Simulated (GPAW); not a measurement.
# Na/Rh(110): work function by functional and basis

How far do functional and basis move the work function of Na/Rh(110)?

Method: GPAW, PAW setups; slab in vacuum, relaxation, in the first sound run; inputs show where later runs differ, in GPAW 26.7.0.

## 1. Set-up

The cell holds 6 atoms: 5 Rh and 1 Na. Cell: a = 3.800 Å, b = 2.687 Å, c = 23.620 Å, α = 90.0°, β = 90.0°, γ = 90.0°. Vacuum lies along c.

## 2. Relaxing the atoms

The atoms are relaxed first, since the surface dipole, and with it the work function, follows the positions of the outer layers. The lowest 3 atoms are held at bulk positions and keep their forces.

run.py reads:

```python
import json
import numpy as np
from ase import Atoms
from ase.constraints import FixAtoms
from ase.optimize import BFGS
from gpaw import GPAW, PW

slab = Atoms(
    ['Rh', 'Rh', 'Rh', 'Rh', 'Rh', 'Na'],
    positions=[
        [0.00000, 0.00000, 8.00000],
        [1.90000, 1.34350, 9.34350],
        [0.00000, 0.00000, 10.68701],
        [1.90000, 1.34350, 12.03051],
        [0.00000, 0.00000, 13.37401],
        [1.90000, 1.34350, 15.61984]],
    cell=[[3.8, 0.0, 0.0], [0.0, 2.68701, 0.0], [0.0, 0.0, 23.61984]],
    pbc=[True, True, False])

slab.calc = GPAW(mode=PW(400), xc='PBE', kpts={'size': (8, 12, 1), 'gamma': True},
                 occupations={'name': 'fermi-dirac', 'width': 0.1}, nbands='160%',
                 convergence={'density': 1e-05}, maxiter=200,
                 poissonsolver={'dipolelayer': 'xy'},
                 symmetry={'tolerance': 1e-3, 'extra_ids': [1, 1, 1, 0, 0, 0]}, txt='slab.txt')
result = {}
slab.set_constraint(FixAtoms([0, 1, 2]))
path = []
opt = BFGS(slab, maxstep=0.2)
opt.attach(lambda: path.append((slab.get_potential_energy(), slab.positions.tolist(), slab.get_forces().tolist())))
result['relaxed'] = bool(opt.run(fmax=0.03, steps=40))
result['path'] = path
energy = slab.get_potential_energy()
fermi = slab.calc.get_fermi_level()
v = slab.calc.get_electrostatic_potential().mean((0, 1)) - fermi
n = slab.calc.get_pseudo_density().mean((0, 1))
L = slab.cell[2, 2]
z = np.arange(len(v)) * L / len(v)
low, high = slab.positions[:, 2].min(), slab.positions[:, 2].max()
below, above = np.interp([low - 5.8, high + 5.8], z, v)
slopes = [np.interp(x, z, np.gradient(v, z)) for x in (low - 5.8, high + 5.8)]
eps = np.array([[slab.calc.get_eigenvalues(k, s) for k in range(len(slab.calc.get_ibz_k_points()))]
                for s in range(slab.calc.get_number_of_spins())]) - fermi
top, bottom = eps[eps < 0].max(), eps[eps > 0].min()
dipole = slab.get_dipole_moment()[2]
print(f'energy {energy:.4f} eV, Fermi level {fermi:.4f} eV, dipole {dipole:.5f} e A')
print(f'potential 5.8 A off the faces, from the Fermi level: lower {below:.4f} eV, upper {above:.4f} eV')
print(f'slope of the potential there: lower {slopes[0]:.5f}, upper {slopes[1]:.5f} eV/A')
print(f'nearest levels on the mesh: {top:.4f} and {bottom:.4f} eV')
print('magnetic moment', round(slab.get_magnetic_moment(), 3))
result.update(energy=energy, fermi=fermi, dipole=dipole, below=below, above=above, slopes=slopes, edges=[top, bottom],
              z=z.tolist(), v=v.tolist(), n=n.tolist(), positions=slab.positions.tolist(),
              forces=slab.get_forces(apply_constraint=False).tolist(), moments=slab.get_magnetic_moments().tolist())
json.dump(result, open('result.json', 'w'))
```

Run with:

```sh
> OMP_NUM_THREADS=1 OPENBLAS_NUM_THREADS=1 python run.py
```

The program printed:

```text
Step          Energy          fmax
BFGS:    0      -35.346560        0.959903
BFGS:    1      -35.362375        0.844953
BFGS:    2      -35.440469        0.395416
BFGS:    3      -35.446940        0.362514
BFGS:    4      -35.457013        0.311339
BFGS:    5      -35.466269        0.331697
BFGS:    6      -35.473332        0.230958
BFGS:    7      -35.476661        0.238560
BFGS:    8      -35.478662        0.268504
BFGS:    9      -35.482666        0.276639
BFGS:   10      -35.488860        0.221724
BFGS:   11      -35.494374        0.146510
BFGS:   12      -35.496220        0.039085
BFGS:   13      -35.496343        0.004345
energy -35.3443 eV, Fermi level 1.2036 eV, dipole 0.11689 e A
potential 5.8 A off the faces, from the Fermi level: lower 4.7152 eV, upper 2.6450 eV
slope of the potential there: lower -0.00007, upper 0.00090 eV/A
nearest levels on the mesh: -0.0032 and 0.0005 eV
magnetic moment 0.0
```

The job ended after 66 min (1 thread of Arm Neoverse V2, shared host; peak memory 0.39 GiB).

Step by step:

```csv
step,energy less that of the first step (eV),largest force (eV/Å)
1,0.0000,0.9599
2,-0.0162,0.8450
3,-0.0967,0.3954
4,-0.1034,0.3625
5,-0.1135,0.3113
6,-0.1226,0.3317
7,-0.1291,0.2310
8,-0.1320,0.2386
9,-0.1339,0.2685
10,-0.1380,0.2766
11,-0.1450,0.2217
12,-0.1517,0.1465
13,-0.1543,0.0391
14,-0.1545,0.0043
```

The atoms that moved most (Å):

| atom | dx | dy | dz | length |
| --- | --- | --- | --- | --- |
| Na6 | 0.000 | 0.000 | -0.334 | 0.334 |
| Rh4 | 0.000 | 0.000 | 0.113 | 0.113 |
| Rh5 | 0.000 | 0.000 | -0.005 | 0.005 |

Final coordinates:

```xyz
6
Lattice="3.8000 0.0000 0.0000 0.0000 2.6870 0.0000 0.0000 0.0000 23.6198" Properties=species:S:1:pos:R:3
Rh    0.0000    0.0000    8.0000
Rh    1.9000    1.3435    9.3435
Rh    0.0000    0.0000   10.6870
Rh    1.9000    1.3435   12.1438
Rh    0.0000    0.0000   13.3685
Na    1.9000    1.3435   15.2858
```

Numbers from this step:

| Quantity | Value |
| --- | --- |
| dipole along the normal | 0.1169 e·Å |
| levels nearest the Fermi level on the mesh | -0.003217, 5.08e-4 eV from the Fermi level |
| upper work function | 2.645 eV |
| lower work function | 4.715 eV |

The electrostatic potential energy of an electron (without an applied field's), less the Fermi level, planar mean oscillates, so the rows of the table below give means over windows of 1 Å about each position, cut where the curve ends. Its maxima inside the range that stand out by 2 % of the span (Å: eV): 2.4: 4.72, 8.6: -7.78, 10.0: -8.18, 11.4: -6.35, 12.8: -10.1, 14.4: 0.0439. Its minima: 8.0: -14.5, 9.4: -15.4, 10.7: -15.2, 12.1: -15.6, 13.3: -15.1, 15.3: -4.14.

Electrostatic potential energy of an electron (without an applied field's), less the Fermi level, planar mean against z; means over each step:

z (Å), electrostatic potential energy of an electron (without an applied field's), less the Fermi level, planar mean (eV) and a bar from the least value:
```
        0        4.3 #############################
        1        4.7 ##############################
        2        4.7 ##############################
        3        4.7 ##############################
        4        4.7 ##############################
        5        4.7 ##############################
        6        4.4 ##############################
        7        1.1 ########################
        8      -11.5 ##
        9      -11.5 ##
       10      -10.7 ###
       11      -11.0 ###
       12      -12.4 
       13      -12.5 
       14       -4.9 #############
       15       -2.4 ##################
       16       -0.9 ####################
       17        1.9 #########################
       18        2.5 ##########################
       19        2.6 ##########################
       20        2.6 ##########################
       21        2.6 ##########################
       22        2.6 ##########################
       23        2.7 ###########################
```

The pseudo valence density, planar mean oscillates, so the rows of the table below give means over windows of 1 Å about each position, cut where the curve ends. Its maxima inside the range that stand out by 2 % of the span (Å: e/Å³): 8.0: 1.64, 9.3: 1.65, 10.8: 1.63, 12.2: 1.63, 13.3: 1.62, 15.2: 0.808. Its minima: 8.6: 0.619, 9.9: 0.647, 11.4: 0.526, 12.7: 0.781, 14.6: 0.149.

Pseudo valence density, planar mean against z; means over each step:

z (Å), pseudo valence density, planar mean (e/Å³) and a bar:
```
        4       0.00 
        5       0.00 
        6       0.01 
        7       0.18 #####
        8       1.16 #############################
        9       1.10 ############################
       10       0.94 ########################
       11       1.07 ###########################
       12       1.19 ##############################
       13       1.15 #############################
       14       0.56 ##############
       15       0.49 ############
       16       0.17 ####
       17       0.01 
       18       0.00 
       19       0.00 
       20       0.00
```

The relaxation lowered the energy of the cell by 0.154 eV (energies extrapolated to zero smearing; the optimiser's log prints free energies). The largest force left on a free atom is 0.0043 eV/Å.

## 3. Plane waves, PBE

With the geometry fixed, the planar mean of the potential gives the vacuum level on each side.

This step: GPAW, PAW setups; slab in vacuum (GPAW 26.7.0).

Changes to run.py since step 2:

```diff
@@ -3,4 +3,2 @@
 from ase import Atoms
-from ase.constraints import FixAtoms
-from ase.optimize import BFGS
 from gpaw import GPAW, PW
@@ -13,5 +11,5 @@
         [0.00000, 0.00000, 10.68701],
-        [1.90000, 1.34350, 12.03051],
-        [0.00000, 0.00000, 13.37401],
-        [1.90000, 1.34350, 15.61984]],
+        [1.90000, 1.34350, 12.14380],
+        [0.00000, -0.00000, 13.36855],
+        [1.90000, 1.34350, 15.28575]],
     cell=[[3.8, 0.0, 0.0], [0.0, 2.68701, 0.0], [0.0, 0.0, 23.61984]],
@@ -23,10 +21,4 @@
                  poissonsolver={'dipolelayer': 'xy'},
-                 symmetry={'tolerance': 1e-3, 'extra_ids': [1, 1, 1, 0, 0, 0]}, txt='slab.txt')
+                 symmetry={'tolerance': 1e-3}, txt='slab.txt')
 result = {}
-slab.set_constraint(FixAtoms([0, 1, 2]))
-path = []
-opt = BFGS(slab, maxstep=0.2)
-opt.attach(lambda: path.append((slab.get_potential_energy(), slab.positions.tolist(), slab.get_forces().tolist())))
-result['relaxed'] = bool(opt.run(fmax=0.03, steps=40))
-result['path'] = path
 energy = slab.get_potential_energy()
```

The program printed:

```text
energy -35.3443 eV, Fermi level 1.2038 eV, dipole 0.11686 e A
potential 5.8 A off the faces, from the Fermi level: lower 4.7154 eV, upper 2.6445 eV
slope of the potential there: lower -0.00007, upper 0.00089 eV/A
nearest levels on the mesh: -0.0032 and 0.0005 eV
magnetic moment 0.0
```

It took 5.8 min on 1 thread; peak memory 0.38 GiB.

This step gave:

- levels nearest the Fermi level on the mesh: -0.003193, 5.19e-4 eV from the Fermi level

The electrostatic potential energy of an electron (without an applied field's), less the Fermi level, planar mean oscillates, so the rows of the table below give means over windows of 0.5 Å about each position, cut where the curve ends. Its maxima inside the range that stand out by 2 % of the span (Å: eV): 2.43: 4.72, 8.65: -7.78, 10.02: -8.18, 11.39: -6.35, 12.76: -10.1, 14.45: 0.0436. Its minima: 8.01: -14.5, 9.38: -15.4, 10.65: -15.2, 12.13: -15.6, 13.29: -15.1, 15.29: -4.14.

The electrostatic potential energy of an electron (without an applied field's), less the Fermi level, planar mean by z; means over each step:

```csv
z (Å),"electrostatic potential energy of an electron (without an applied field's), less the Fermi level, planar mean (eV)"
0.0,4.06
0.5,4.66
1.0,4.72
1.5,4.72
2.0,4.72
2.5,4.72
3.0,4.71
3.5,4.71
4.0,4.71
4.5,4.71
5.0,4.70
5.5,4.65
6.0,4.49
6.5,3.92
7.0,1.71
7.5,-5.62
8.0,-13.4
8.5,-9.35
9.0,-11.5
9.5,-13.8
10.0,-9.05
10.5,-13.4
11.0,-11.3
11.5,-7.44
12.0,-13.8
12.5,-12.4
13.0,-12.1
13.5,-13.1
14.0,-3.96
14.5,-0.276
15.0,-2.68
15.5,-3.42
16.0,-0.684
16.5,1.08
17.0,1.92
17.5,2.32
18.0,2.51
18.5,2.59
19.0,2.62
19.5,2.64
20.0,2.64
20.5,2.64
21.0,2.64
21.5,2.64
22.0,2.64
22.5,2.64
23.0,2.65
23.5,3.01
```

Table of pseudo valence density, planar mean by z:

z (Å), pseudo valence density, planar mean (e/Å³) and a bar:
```
     0.00       0.00 
     0.63       0.00 
     1.27       0.00 
     1.90       0.00 
     2.53       0.00 
     3.16       0.00 
     3.80       0.00 
     4.43       0.00 
     5.06       0.00 
     5.69       0.00 
     6.33       0.02 
     6.96       0.10 ##
     7.59       0.73 #############
     8.22       1.31 ########################
     8.86       0.74 ##############
     9.49       1.51 ############################
    10.12       0.65 ############
    10.76       1.63 ##############################
    11.39       0.53 ##########
    12.02       1.56 #############################
    12.65       0.78 ##############
    13.29       1.62 ##############################
    13.92       0.48 #########
    14.55       0.15 ###
    15.18       0.81 ###############
    15.82       0.17 ###
    16.45       0.02 
    17.08       0.01 
    17.71       0.00 
    18.35       0.00 
    18.98       0.00 
    19.61       0.00 
    20.25       0.00 
    20.88       0.00 
    21.51       0.00 
    22.14       0.00 
    22.78       0.00 
    23.41       0.00
```

Force by atom:

```
atom  x (eV/Å)  y (eV/Å)  z (eV/Å)   size
 Rh1     0.000     0.000     0.783  0.783
 Rh2     0.000     0.000    -0.620  0.620
 Rh3     0.000     0.000    -0.165  0.165
 Rh4     0.000     0.000     0.003  0.003
 Rh5     0.000     0.000     0.000  0.000
 Na6     0.000     0.000     0.001  0.001
```

The potential is flat to 8.9e-4 eV/Å where it is read, so the vacuum is wide enough.

## 4. Self-consistent run: xc = "vdW-DF2"

The same geometry under vdW-DF2, to see how far the functional moves the levels against the vacuum (the van der Waals functionals take revPBE setups).

Changes to run.py since step 3:

```diff
@@ -17,3 +17,3 @@
 
-slab.calc = GPAW(mode=PW(400), xc='PBE', kpts={'size': (8, 12, 1), 'gamma': True},
+slab.calc = GPAW(mode=PW(400), xc='vdW-DF2', kpts={'size': (8, 12, 1), 'gamma': True},
                  occupations={'name': 'fermi-dirac', 'width': 0.1}, nbands='160%',
```

The program printed:

```text
energy -493.9969 eV, Fermi level 1.0585 eV, dipole 0.12536 e A
potential 5.8 A off the faces, from the Fermi level: lower 5.1297 eV, upper 2.9080 eV
slope of the potential there: lower -0.00015, upper 0.00151 eV/A
nearest levels on the mesh: -0.0122 and 0.0097 eV
magnetic moment 0.0
```

Wall time 6.4 min (1 thread); peak memory 0.53 GiB.

This step gave:

```yaml
dipole_along_the_normal: 0.1254 e·Å
levels_nearest_the_fermi_level_on_the_mesh: -0.01224, 0.009668 eV from the Fermi level
upper_work_function: 2.908 eV
lower_work_function: 5.130 eV
```

The electrostatic potential energy of an electron (without an applied field's), less the Fermi level, planar mean oscillates, so the rows of the table below give means over windows of 1 Å about each position, cut where the curve ends. Its maxima inside the range that stand out by 2 % of the span (Å: eV): 2.0: 5.13, 8.6: -7.95, 10.0: -8.37, 11.4: -6.57, 12.8: -10.2, 14.4: -0.112. Its minima: 8.0: -14.6, 9.4: -15.6, 10.7: -15.4, 12.1: -15.7, 13.3: -15.1, 15.3: -4.18.

Electrostatic potential energy of an electron (without an applied field's), less the Fermi level, planar mean against z; means over each step:

```csv
z (Å),"electrostatic potential energy of an electron (without an applied field's), less the Fermi level, planar mean (eV)"
0,4.71
1,5.13
2,5.13
3,5.13
4,5.13
5,5.10
6,4.79
7,1.19
8,-11.5
9,-11.7
10,-10.9
11,-11.2
12,-12.6
13,-12.6
14,-5.02
15,-2.51
16,-0.782
17,2.04
18,2.72
19,2.87
20,2.90
21,2.91
22,2.91
23,3.01
```

The pseudo valence density, planar mean oscillates, so the rows of the table below give means over windows of 1 Å about each position, cut where the curve ends. Its maxima inside the range that stand out by 2 % of the span (Å: e/Å³): 8.0: 1.64, 9.3: 1.65, 10.8: 1.64, 12.2: 1.63, 13.3: 1.63, 15.2: 0.808. Its minima: 8.6: 0.617, 9.9: 0.645, 11.4: 0.524, 12.7: 0.779, 14.6: 0.148.

Pseudo valence density, planar mean against z; means over each step:

```
z (Å)  pseudo valence density, planar mean (e/Å³)
    4                                      9.7e-5
    5                                     0.00102
    6                                      0.0111
    7                                       0.179
    8                                        1.16
    9                                        1.10
   10                                       0.941
   11                                        1.07
   12                                        1.19
   13                                        1.15
   14                                       0.555
   15                                       0.494
   16                                       0.173
   17                                      0.0101
   18                                     0.00252
   19                                      5.6e-4
   20                                      1.1e-4
```

Force by atom:

```csv
atom,x (eV/Å),y (eV/Å),z (eV/Å),size
Rh1,0.00,0.00,-0.61,0.61
Rh2,0.00,0.00,-1.01,1.01
Rh3,0.00,0.00,-0.11,0.11
Rh4,0.00,0.00,0.25,0.25
Rh5,0.00,0.00,1.32,1.32
Na6,0.00,0.00,0.17,0.17
```

The upper face's work function is 2.908 eV, against 2.645 eV in the first plane-wave PBE run at this geometry.

## 5. OptPBE vdW: xc = "optPBE-vdW"

The same geometry under optPBE-vdW, to see how far the functional moves the levels against the vacuum (the van der Waals functionals take revPBE setups).

Changes to run.py since step 4:

```diff
@@ -17,3 +17,3 @@
 
-slab.calc = GPAW(mode=PW(400), xc='vdW-DF2', kpts={'size': (8, 12, 1), 'gamma': True},
+slab.calc = GPAW(mode=PW(400), xc='optPBE-vdW', kpts={'size': (8, 12, 1), 'gamma': True},
                  occupations={'name': 'fermi-dirac', 'width': 0.1}, nbands='160%',
```

The program printed:

```text
energy -111.4055 eV, Fermi level 1.0974 eV, dipole 0.11942 e A
potential 5.8 A off the faces, from the Fermi level: lower 4.9186 eV, upper 2.8021 eV
slope of the potential there: lower -0.00013, upper 0.00176 eV/A
nearest levels on the mesh: -0.0078 and 0.0070 eV
magnetic moment 0.0
```

Run time: 6.3 min. Hardware: 1 thread; peak memory 0.52 GiB.

Numbers from this step:

```
dipole along the normal                    : 0.1194 e·Å
levels nearest the Fermi level on the mesh : -0.007810, 0.006972 eV from the Fermi level
upper work function                        : 2.802 eV
lower work function                        : 4.919 eV
```

The electrostatic potential energy of an electron (without an applied field's), less the Fermi level, planar mean oscillates, so the rows of the table below give means over windows of 0.5 Å about each position, cut where the curve ends. Its maxima inside the range that stand out by 2 % of the span (Å: eV): 2.21: 4.92, 8.65: -7.76, 10.02: -8.16, 11.39: -6.34, 12.76: -10.0, 14.45: -0.0215. Its minima: 8.01: -14.5, 9.38: -15.4, 10.65: -15.2, 12.13: -15.5, 13.29: -15.0, 15.29: -4.18.

The electrostatic potential energy of an electron (without an applied field's), less the Fermi level, planar mean by z; means over each step:

```csv
z (Å),"electrostatic potential energy of an electron (without an applied field's), less the Fermi level, planar mean (eV)"
0.0,4.25
0.5,4.86
1.0,4.92
1.5,4.92
2.0,4.92
2.5,4.92
3.0,4.92
3.5,4.92
4.0,4.92
4.5,4.91
5.0,4.89
5.5,4.83
6.0,4.65
6.5,4.03
7.0,1.78
7.5,-5.56
8.0,-13.4
8.5,-9.32
9.0,-11.4
9.5,-13.8
10.0,-9.02
10.5,-13.4
11.0,-11.3
11.5,-7.43
12.0,-13.7
12.5,-12.4
13.0,-12.0
13.5,-13.0
14.0,-3.98
14.5,-0.340
15.0,-2.73
15.5,-3.44
16.0,-0.678
16.5,1.13
17.0,2.00
17.5,2.43
18.0,2.63
18.5,2.72
19.0,2.77
19.5,2.79
20.0,2.80
20.5,2.80
21.0,2.80
21.5,2.80
22.0,2.80
22.5,2.80
23.0,2.81
23.5,3.18
```

The upper face's work function is 2.802 eV, against 2.645 eV in the first plane-wave PBE run at this geometry.

## 6. Self-consistent run: xc = "revPBE"

The same geometry under revPBE, to see how far the functional moves the levels against the vacuum.

Changes to run.py since step 5:

```diff
@@ -17,3 +17,3 @@
 
-slab.calc = GPAW(mode=PW(400), xc='optPBE-vdW', kpts={'size': (8, 12, 1), 'gamma': True},
+slab.calc = GPAW(mode=PW(400), xc='revPBE', kpts={'size': (8, 12, 1), 'gamma': True},
                  occupations={'name': 'fermi-dirac', 'width': 0.1}, nbands='160%',
```

The program printed:

```text
energy -32.8085 eV, Fermi level 1.3041 eV, dipole 0.11215 e A
potential 5.8 A off the faces, from the Fermi level: lower 4.5569 eV, upper 2.5694 eV
slope of the potential there: lower -0.00008, upper 0.00105 eV/A
nearest levels on the mesh: -0.0028 and 0.0012 eV
magnetic moment 0.0
```

The job ended after 6.1 min (1 thread; peak memory 0.38 GiB).

This step gave:

| Quantity | Value |
| --- | --- |
| dipole along the normal | 0.1122 e·Å |
| levels nearest the Fermi level on the mesh | -0.002815, 0.001158 eV from the Fermi level |
| upper work function | 2.569 eV |
| lower work function | 4.557 eV |

The electrostatic potential energy of an electron (without an applied field's), less the Fermi level, planar mean oscillates, so the rows of the table below give means over windows of 1 Å about each position, cut where the curve ends. Its maxima inside the range that stand out by 2 % of the span (Å: eV): 2.4: 4.56, 8.6: -7.84, 10.0: -8.24, 11.4: -6.41, 12.8: -10.1, 14.4: -0.0751. Its minima: 8.0: -14.6, 9.4: -15.5, 10.7: -15.3, 12.1: -15.6, 13.3: -15.1, 15.3: -4.27.

Electrostatic potential energy of an electron (without an applied field's), less the Fermi level, planar mean against z; means over each step:

```csv
z (Å),"electrostatic potential energy of an electron (without an applied field's), less the Fermi level, planar mean (eV)"
0,4.19
1,4.56
2,4.56
3,4.56
4,4.55
5,4.53
6,4.29
7,0.945
8,-11.5
9,-11.6
10,-10.7
11,-11.1
12,-12.4
13,-12.5
14,-4.96
15,-2.56
16,-0.978
17,1.77
18,2.42
19,2.54
20,2.56
21,2.57
22,2.57
23,2.66
```

The upper face's work function is 2.569 eV, against 2.645 eV in the first plane-wave PBE run at this geometry.

(Part 1 of 2 ends here.)

[Logs are printed without paths, hosts, clocks, repeated set-up lines and the standing remarks that a program may print on its own settings, such as how far it seeks lower states.]

[Hosts, paths, dates, database ids (printed as entryN), source tags and the programs' standing remarks are cut or masked in the printed files.]
